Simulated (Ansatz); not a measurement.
# HgH2 (model cell, started as CdI2 type): a soft mode frozen in, part 3 of 3

Aim: this structure of HgH2 (model cell, started as CdI2 type) is to be tested for unstable modes, and one is followed downhill.

Ansatz 0.2.0; DFT PBE, scalar-relativistic, plane waves, PAW.

So far. Step 4 (The mode frozen in, largest atomic shift 0.6 Å): The run ends at a pressure of 6.66 GPa, with forces up to 0.99 eV/Å. Step 5 (Energy along the mode, all amplitudes (two of the runs …): The lowest of the steps tried is the last one, at 0.6 Å, 141 meV/atom below the parent; the bottom of the well need not coincide with a step.

The structure was built from a prototype and need not be the compound's stable phase.

## 7. The new phase in its own primitive cell

The relaxed structure is symmetrised, reduced to its primitive cell and relaxed tightly, as its phonons need.

input.yaml reads:

```yaml
crystal:
  lattice:
    - [3.4699017516, -1.8835635393, 0.0]
    - [3.4699017516, 1.8835635393, 0.0]
    - [-0.1084149469, 0.0, 11.4350177599]
  atoms:
    - { symbol: Hg, position: [0.0, 0.0, 0.5] }
    - { symbol: Hg, position: [0.0, 0.0, 0.0] }
    - { symbol: H, position: [0.8505992903, 0.3299003381, 0.6092555056] }
    - { symbol: H, position: [0.3299003381, 0.8505992903, 0.1092555056] }
    - { symbol: H, position: [0.6700996619, 0.1494007097, 0.8907444944] }
    - { symbol: H, position: [0.1494007097, 0.6700996619, 0.3907444944] }
kpoints:
  mp_grid: { grid: [6, 6, 2] }
hamiltonian:
  xc: pbe
scf:
  occupations: { method: fixed }
output:
  forces: true
  stress: true
  eigenvalues: true
relax:
  adjacent_minimum: "off"
  f_tol: 0.001
  max_steps: 60
  cell: { stress_tol: 0.01 }
```

On the command line:

```sh
$ ansatz run input.yaml --threads 4 --pin off --max-ram 7168MiB --backend cpu --events-out ev --progress --plain --runs-dir out
```

Numbers of over 12 decimals in the logs are rounded to 6 here.

Log:

```text
[...]
Crystal: 6 atoms, lattice volume = 149.474 Å³
Basis set: ecut = 420 eV, 2939 PW (Γ), exchange–correlation on 54×54×160 points (8 copies of the dense FFT grid, shifted against one another)
Bands: 28, of which v1, the nominal top of the filled ones, is band 22 counted from 1 (21 counted from 0)
Symmetry: 4 space group operations
[...]
k-points: 26 of 72
[...]
- [3.540835, -1.870442, -0.312955]
    - [3.540835, 1.870442, -0.312955]
    - [-1.141970, 0, 10.837073]
  atoms:
    - { symbol: Hg, position: [0.0, 0.0, 0.5] }
    - { symbol: Hg, position: [-3.318720491601664e-19, -3.342704333706091e-19, 0] }
    - { symbol: H, position: [0.888240, 0.363267, 0.616003] }
    - { symbol: H, position: [0.363267, 0.888240, 0.116003] }
    - { symbol: H, position: [0.636733, 0.111760, 0.883997] }
    - { symbol: H, position: [0.111760, 0.636733, 0.383997] }
[key lines of the parts left out:]
SCF converged after 7 iterations
Free energy (F): -27688.530285 eV
Fermi energy:    0.212613 eV
P = ⅓ Tr σ = 0.0021 GPa (0.021 kbar)
```

Run time: 25 s. Hardware: 4 threads of Intel Xeon Platinum 8488C (Sapphire Rapids), shared host; peak memory 0.55 GiB.

The steps of the relaxation (22 of 26):

```csv
step,energy less that of the first step (eV),largest force component (eV/Å),pressure (GPa),volume (Å³)
1,0.0000,0.0009,0.00,149.47
2,0.0000,0.0005,0.00,149.49
3,0.0000,0.0017,0.01,149.65
5,0.0001,0.0005,0.00,149.96
6,0.0001,0.0002,0.00,149.99
7,0.0001,0.0008,0.00,150.11
8,0.0001,0.0008,0.00,150.20
9,0.0001,0.0009,-0.01,150.18
11,-0.0003,0.0012,-0.01,149.38
12,-0.0007,0.0014,0.00,148.45
13,-0.0010,0.0018,-0.01,147.80
14,-0.0011,0.0006,0.00,147.55
15*,-0.0008,0.0005,0.00,147.55
16,-0.0023,0.0353,0.12,144.12
18,-0.0022,0.0009,0.00,145.07
19*,-0.0015,0.0010,0.00,145.07
20,-0.0028,0.0244,0.09,142.18
21,-0.0024,0.0005,0.00,143.55
22,-0.0026,0.0007,0.00,143.20
24,-0.0026,0.0076,0.03,141.92
25,-0.0025,0.0005,0.00,142.21
26*,-0.0021,0.0005,0.00,142.21
```

Relaxation steps marked * repeat the geometry before them on a plane-wave basis chosen anew for their cell, so energy and pressure can jump there. Other such steps can lie between the rows shown.

Forces are held to the 4 operations that the run works with; a distortion that breaks them can't arise in this run.

```csv
cell as run,before,after,change
a (Å),3.948,4.017,+1.7 %
b (Å),3.948,4.017,+1.7 %
c (Å),11.436,10.897,-4.7 %
α (°),90.48,99.78,+10.3 %
β (°),90.48,99.78,+10.3 %
γ (°),56.99,55.51,-2.6 %
volume (Å³/atom),24.91,23.70,-4.9 %
```

The atoms that moved most (Å, as changes of fractional coordinates times the final cell):

```csv
atom,dx,dy,dz,length
H3,0.244,-0.008,0.051,0.249
H4,0.244,0.008,0.051,0.249
H6,-0.244,0.008,-0.051,0.249
H5,-0.244,-0.008,-0.051,0.249
```

This step gave:

```
pressure           : 0.002070 GPa
gap on the k-mesh  : 3.437 eV
volume per atom    : 23.70 Å³
direct gap on mesh : 4.009 eV
```

The largest force component left is 0.49 meV/Å and the pressure is 0.002 GPa, within the tolerances set. The cell now holds 23.70 Å³/atom.

## 8. Modes of the new phase, k-mesh 6×6×2, occupations fixed

A relaxed structure may still be a saddle point, so its zone-centre modes are computed. The response to a homogeneous field gives the Born charges and the dielectric tensor, and its change with displacement the Raman tensors.

input.yaml reads:

```yaml
crystal:
  lattice:
    - [3.5408352029, -1.8704418348, -0.3129549421]
    - [3.5408352029, 1.8704418348, -0.3129549421]
    - [-1.1419703106, 0.0, 10.8370733503]
  atoms:
    - { symbol: Hg, position: [0.0, 0.0, 0.5] }
    - { symbol: Hg, position: [0.0, 0.0, 0.0] }
    - { symbol: H, position: [0.8882396457, 0.3632670368, 0.6160029135] }
    - { symbol: H, position: [0.3632670368, 0.8882396457, 0.1160029135] }
    - { symbol: H, position: [0.6367329632, 0.1117603543, 0.8839970865] }
    - { symbol: H, position: [0.1117603543, 0.6367329632, 0.3839970865] }
kpoints:
  mp_grid: { grid: [6, 6, 2] }
hamiltonian:
  xc: pbe
scf:
  occupations: { method: fixed }
output:
  eigenvalues: true
phonons:
  method: dfpt
  dielectric: true
  rigid_motions: translations
  raman: true
```

Log:

```text
[...]
Crystal: 6 atoms, lattice volume = 142.209 Å³
Basis set: ecut = 420 eV, 2785 PW (Γ), exchange–correlation on 54×54×160 points (8 copies of the dense FFT grid, shifted against one another)
Bands: 28, of which v1, the nominal top of the filled ones, is band 22 counted from 1 (21 counted from 0)
Symmetry: 4 space group operations
k-points: 40 of 72 (irreducible under 1 space group operation, time reversal used)
[...]
SCF iter   1: F=—  HF=-27688.528501 eV  |F-HF|=—  |Δ(HF+E_count)|=         —  Δρ=2.42e-3  dr2=1.35e-2  ethr=1.77e-3  ⟨swp⟩=4.3  Hψ=3953  notcnv=0  defer=146
[...]
SCF iter   9: F=-27688.530285 eV  HF=-27688.530285 eV  |F-HF|=1.09e-11  |Δ(HF+E_count)|=  5.09e-10  Δρ=6.35e-8  dr2=6.29e-12  ethr=1.00e-12  ⟨swp⟩=12.6  Hψ=6601  notcnv=0
SCF 1 converged in 9 iterations: F = -27688.530285 eV  dr2 = 6.29e-12
[...]
NSCF: frozen V_eff on 3 k-points
DFPT response loops at Γ: preconditioner auto → none (the input reference at scf.mixing.eps_inf says where Resta's filter doesn't serve); β = 0.50; Broyden in place of MSR1
── the response to a field inside a basis, on 10×10×4 k-points: an SCF that follows is theirs, and a resumed run solves both again ──
Bands: 23, of which v1, the nominal top of the filled ones, is band 22 counted from 1 (21 counted from 0)
k-points: 110 of 400
[...]
Eigensolver: Dense (110 Hₖ)
SCF iter   1: F=—  HF=-27688.520829 eV  |F-HF|=—  |Δ(HF+E_count)|=         —  Δρ=1.36e-4  dr2=5.18e-6  ethr=1.00e-1
[...]
SCF iter   6: F=-27688.520841 eV  HF=-27688.520841 eV  |F-HF|=1.46e-11  |Δ(HF+E_count)|=  1.53e-10  Δρ=5.01e-8  dr2=9.60e-12  ethr=1.00e-12
SCF 1 converged in 6 iterations: F = -27688.520841 eV  dr2 = 9.60e-12
[...]
SCF converged after 9 iterations
Free energy (F): -27688.530285 eV
[...]
Internal energy: -27688.530285 eV  (E = F + TS)
E sigma→0 (E₀):  -27688.530285 eV
Fermi energy:    0.212613 eV
[...]
--- Band table (eV; the first three rows and the last of 40) ---
  k-point 0: bands = [... 18 lower, -3.2440, -3.0859, -0.8190, -0.1393, 6.2083, 7.1178, 8.4148, 8.6152, ... 2 higher]
  k-point 1: bands = [... 18 lower, -3.1730, -3.1730, -0.4854, -0.4854, 6.6884, 6.6884, 8.5424, 8.5424, ... 2 higher]
  k-point 2: bands = [... 18 lower, -3.0522, -2.8689, -0.5452, 0.0381, 6.0310, 6.8604, 7.5973, 7.9815, ... 2 higher]
  k-point 39: bands = [... 18 lower, -1.6704, -1.6704, -0.4654, -0.4654, 3.9104, 3.9104, 6.5914, 6.5914, ... 2 higher]
--- Phonons (Γ-DFPT): 6 representative perturbations + reference, on 40 of 72 k-points (Σ response iterations 21) ---
  k mesh reduced under 1 symmetry operation, with k and −k counted as one. Each operation leaves every solved perturbation unchanged. A smaller set is not considered because the run solves the response to a homogeneous field
  ASR residual: 3.229e-5 → 0.000e0 eV/Å²; symmetrization residual: 1.258e-6 eV/Å²
  ASR residual per site (eV/Å²): 3.23e-5 3.23e-5 1.45e-5 1.45e-5 1.45e-5 1.45e-5
  Γ frequencies (cm⁻¹): -1.24 0.00 0.00 0.00 4.09 9.35 213.67 215.31 279.39 281.98 732.81 734.03 745.00 746.06 1839.04 1860.86 1975.07 1975.20
  ε∞ (high-frequency dielectric tensor):
        2.668585    -0.000000     0.128284
       -0.000000     2.980691     0.000000
        0.128284     0.000000     2.192672
  softest optical mode at Γ: -1.24 cm⁻¹; the repairs (sum rule, projections) moved no ω² at Γ by more than (3.40 cm⁻¹)²
  that mode's ω² lies WITHIN that bound: the repairs may have decided its sign
  Born effective charges Z* (e; rows j = field, columns β = displacement):
    site 0:
         0.67168    0.29542    0.27746
         0.29435    0.89066    0.32302
         0.21886    0.27532    0.56975
    site 1:
         0.67168   -0.29542    0.27746
        -0.29435    0.89066   -0.32302
         0.21886   -0.27532    0.56975
    site 2:
        -0.33584   -0.14689   -0.13873
        -0.14647   -0.44533   -0.15926
        -0.10943   -0.13445   -0.28488
    site 3:
        -0.33584    0.14689   -0.13873
         0.14647   -0.44533    0.15926
        -0.10943    0.13445   -0.28488
    site 4:
        -0.33584    0.14689   -0.13873
         0.14647   -0.44533    0.15926
        -0.10943    0.13445   -0.28488
    site 5:
        -0.33584   -0.14689   -0.13873
        -0.14647   -0.44533   -0.15926
        -0.10943   -0.13445   -0.28488
  Z* charge neutrality: 1.093e-3 e pre-enforcement
  solved inside a basis spanned on kpoints, on 10×10×4 k-points: ε∞ is read to err by 7.0e-3, Z* by 2.1e-2 e (field_mesh: kpoints solves on kpoints); Z* is corrected for what the basis lacks
  Raman tensors (in the event stream and the table raman_tensors.tsv): an entry may err by 6.0e-3 Å², one of the second-order susceptibility by 8.3e-20 pm/V (basis, points and sum rule); their sum over the sites missed zero by 4.441e-16 Å² ahead of its enforcement
  optical modes at Γ without the LO–TO term, one row a degenerate level:
      ω (cm⁻¹)  modes    IR ((D/Å)²/amu)  static Raman (Å⁴/amu)  depolarisation
         -1.24      1             0.0000                 0.0000               —
          4.09      1             0.0000                 0.0000               —
          9.35      1             0.0000                 0.0000               —
        213.67      1             0.0000                32.0610           0.750
        215.31      1             0.0000               248.3840           0.747
        279.39      1             0.0000               105.4907           0.750
        281.98      1             0.0000               412.6428           0.598
        732.81      1             0.2154                 0.0000               —
        734.03      1             6.9018                 0.0000               —
        745.00      1             4.4754                 0.0000               —
        746.06      1             0.0740                 0.0000               —
       1839.04      1            19.7981                 0.0000               —
       1860.86      1            15.6930                 0.0000               —
       1975.07      1             0.0000               578.2532           0.750
       1975.20      1             0.0000              3192.9941           0.040
  optical modes at Γ + LO–TO along q̂ = [1.0000, 0.0000, 0.0000]:
      ω (cm⁻¹)  modes    IR ((D/Å)²/amu)  static Raman (Å⁴/amu)  depolarisation
         -1.24      1             0.0000                 0.0000               —
          4.09      1             0.0000                 0.0000               —
          9.35      1             0.0000                 0.0000               —
        213.67      1             0.0000                32.0610           0.750
        215.31      1             0.0000               248.3840           0.747
        279.39      1             0.0000               105.4907           0.750
        281.98      1             0.0000               412.6428           0.598
        732.81      1             0.2139                 0.0000               —
        734.03      1             6.9018                 0.0000               —
        746.06      1             0.0740                 0.0000               —
        760.49      1             4.3532                 0.0000               —
       1854.34      1            19.9219                 0.0000               —
       1860.86      1            15.6930                 0.0000               —
       1975.07      1             0.0000               578.2532           0.750
       1975.20      1             0.0000              3192.9941           0.040
  optical modes at Γ + LO–TO along q̂ = [0.0000, 1.0000, 0.0000]:
      ω (cm⁻¹)  modes    IR ((D/Å)²/amu)  static Raman (Å⁴/amu)  depolarisation
         -1.24      1             0.0000                 0.0000               —
          4.09      1             0.0000                 0.0000               —
          9.35      1             0.0000                 0.0000               —
        213.67      1             0.0000                32.0610           0.750
        215.31      1             0.0000               248.3840           0.747
        279.39      1             0.0000               105.4907           0.750
        281.98      1             0.0000               412.6428           0.598
        732.81      1             0.2154                 0.0000               —
        745.00      1             4.4754                 0.0000               —
        745.80      1             0.0757                 0.0000               —
        757.20      1             6.5319                 0.0000               —
       1839.04      1            19.7981                 0.0000               —
       1882.21      1            16.0612                 0.0000               —
       1975.07      1             0.0000               578.2532           0.750
       1975.20      1             0.0000              3192.9941           0.040
  optical modes at Γ + LO–TO along q̂ = [0.0000, 0.0000, 1.0000]:
      ω (cm⁻¹)  modes    IR ((D/Å)²/amu)  static Raman (Å⁴/amu)  depolarisation
         -1.21      1             0.0000                 0.0000               —
          4.09      1             0.0000                 0.0000               —
          9.35      1             0.0000                 0.0000               —
        213.67      1             0.0000                32.0610           0.750
        215.31      1             0.0000               248.3840           0.747
        279.39      1             0.0000               105.4907           0.750
        281.98      1             0.0000               412.6428           0.598
        733.70      1             0.1917                 0.0000               —
        734.03      1             6.9018                 0.0000               —
        746.06      1             0.0740                 0.0000               —
        746.17      1             4.5261                 0.0000               —
       1857.25      1            19.7712                 0.0000               —
       1860.86      1            15.6930                 0.0000               —
       1975.07      1             0.0000               578.2532           0.750
       1975.20      1             0.0000              3192.9941           0.040
```

It took 4.8 min on 4 threads; peak memory 2.2 GiB.

Numbers from this step:

```
sum-rule residual before enforcement                    : 3.23e-5 eV/Å²
miss of the charge sum rule                             : 0.001093 e
estimated error of the dielectric tensor                : 0.007030
estimated error of the Born charges                     : 0.02093 e
point group                                             : 2/m
highest optical mode at the zone centre (no LO-TO term) : 1975 cm⁻¹
lowest optical zone-centre mode                         : -1.24 cm⁻¹
mean high-frequency dielectric constant                 : 2.614
largest Born charge (third of the trace)                : 0.7107 e
top of the zone-centre spectrum with the field          : 1975 cm⁻¹
```

Patterns of degenerate modes are one choice out of their space. The modes at Γ (shares of kinetic energy by element, %):

```csv
mode,frequency (cm⁻¹),symmetry,Hg %,H %
1,-1.2,Bu,99,1
2,0.0,acoustic,99,1
3,0.0,acoustic,99,1
4,0.0,acoustic,99,1
5,4.1,Au,99,1
6,9.3,Au,99,1
7,213.7,Bg,0,100
8,215.3,Ag,0,100
9,279.4,Bg,0,100
10,282.0,Ag,0,100
11,732.8,Bu,1,99
12,734.0,Au,1,99
13,745.0,Bu,1,99
14,746.1,Au,1,99
15,1839.0,Bu,1,99
16,1860.9,Au,1,99
17,1975.1,Bg,0,100
18,1975.2,Ag,0,100
```

Displacements in mode 7 (213.7 cm⁻¹), the largest set to 1:
```
Hg1  0.00  0.00  0.00
Hg2  0.00  0.00  0.00
H3  -1.00  0.71  0.11
H4   1.00  0.71 -0.11
H5  -1.00 -0.71  0.11
H6   1.00 -0.71 -0.11
```

Displacements in mode 14 (746.1 cm⁻¹), the largest set to 1:
```
Hg1 -0.01  0.00  0.01
Hg2  0.01  0.00 -0.01
H3   1.00 -0.05 -0.58
H4  -1.00 -0.05  0.58
H5  -1.00 -0.05  0.58
H6   1.00 -0.05 -0.58
```

Optical modes at the zone centre, without and with the macroscopic field of the longitudinal modes; each column is sorted by frequency, so a row need not hold one and the same mode. Modes with and without the field, by row:

```csv
rank among optical modes,no field (cm⁻¹),"q along (1, 0, 0) (cm⁻¹)","q along (0, 1, 0) (cm⁻¹)","q along (0, 0, 1) (cm⁻¹)"
1,-1.2,-1.2,-1.2,-1.2
2,4.1,4.1,4.1,4.1
3,9.3,9.3,9.3,9.3
4,213.7,213.7,213.7,213.7
5,215.3,215.3,215.3,215.3
6,279.4,279.4,279.4,279.4
7,282,282,282,282
8,732.8,732.8,732.8,733.7
9,734,734,745,734
10,745,746.1,745.8,746.1
11,746.1,760.5,757.2,746.2
12,1839,1854,1839,1857
13,1861,1861,1882,1861
14,1975,1975,1975,1975
15,1975,1975,1975,1975
```

Born charge (rows field, columns displacement) (e), principal values of the symmetric part by kind of site:

```csv
atom,atoms with these values,low,middle,high,mean
Hg1,2,0.3569,0.4741,1.3012,0.7107
H3,4,-0.6482,-0.2385,-0.1793,-0.3553
```

In full for H3:

```
-0.3358 -0.1469 -0.1387
-0.1465 -0.4453 -0.1593
-0.1094 -0.1345 -0.2849
```

High-frequency dielectric tensor:

```
2.67 0.00 0.13
0.00 2.98 0.00
0.13 0.00 2.19
```

Transverse modes; imaginary modes are left out. Lines of the infrared spectrum (strongest = 100):

```csv
position (cm⁻¹),lines merged,relative intensity
4,1,0.0
9,1,0.0
214,1,0.0
215,1,0.0
279,1,0.0
282,1,0.0
733,1,1.1
734,1,35
745,1,23
746,1,0.4
1839,1,100
1861,1,79
1975,2,0.0
```

Activity x (w_L - w)^4 (n + 1)/w, 532 nm, 300 K; imaginary modes are left out; modes without the macroscopic field alone. Lines of the Raman spectrum (strongest = 100):

```csv
position (cm⁻¹),lines merged,relative intensity
4,1,0.0
9,1,0.0
214,1,12
215,1,92
279,1,26
282,1,100
733,1,0.0
734,1,0.0
745,1,0.0
746,1,0.0
1839,1,0.0
1861,1,0.0
1975,2,66
```

Before it was imposed, the acoustic sum rule was missed by 3.2e-5 eV/Å² and the charge sum rule by 0.0011 e. Small misses are needed for a sound result but don't prove that mesh and cutoff are converged. The lowest optical mode is slightly imaginary, 1.2i cm⁻¹, too near zero to call.

## 9. Outcome

- unstable mode of the parent: q = (0, 0, -0.5), 646i cm⁻¹
- depth at the lowest point sampled: 141 meV/atom
- largest atomic shift at that point: 0.6 Å
- space group reached (within 0.01 Å): C2/c
- energy gained over the parent (first relaxation, on the mesh of the frozen mode): 376 meV/atom
- volume per atom, phase reached: 23.7 Å³
- gap on the k-mesh, phase reached: 3.44 eV
- lowest optical zone-centre mode, phase reached: -1.2 cm⁻¹
- highest optical mode at the zone centre (no LO-TO term), phase reached: 1975 cm⁻¹

Along this mode the structure falls into C2/c, 376 meV/atom below the parent. At the parent's cell the well is 141.1 meV/atom deep on the steps tried, with its lowest point at a shift of 0.6 Å. That is the last step tried, so the steps alone don't bracket the bottom of the well. Relaxing atoms and cell changes the gain by +234.52 meV/atom against the lowest step (energies at zero smearing). Most of the total comes from this relaxation. The lowest mode at the zone centre of the new cell, 1.2i cm⁻¹, is too near zero to call. Of the 3 patterns followed to their end from this parent, this one reaches the lowest energy. Each path keeps the symmetry of its pattern, so a lower phase may lie along a pattern not tried. With no gap, or one that is small against the smearing, the frequencies hang on the k mesh and the smearing, most of all near Kohn anomalies. An optical mode within 15 cm⁻¹ of zero is at the mercy of small errors in the force constants, and even its sign is uncertain. Spin-orbit coupling is left out, which can matter for the heavy elements here. A phonon run warned that its eigensolver left some bands unconverged in a pass. The starting cell was built on a prototype and not taken from a measurement, so the phase need not exist.

[Logs are printed without paths, hosts, clocks, repeated set-up lines and the standing remarks that a program may print on its own settings, such as how far it seeks lower states.]

[Hosts, paths, dates, database ids (printed as entryN), source tags and the programs' standing remarks are cut or masked in the printed files.]
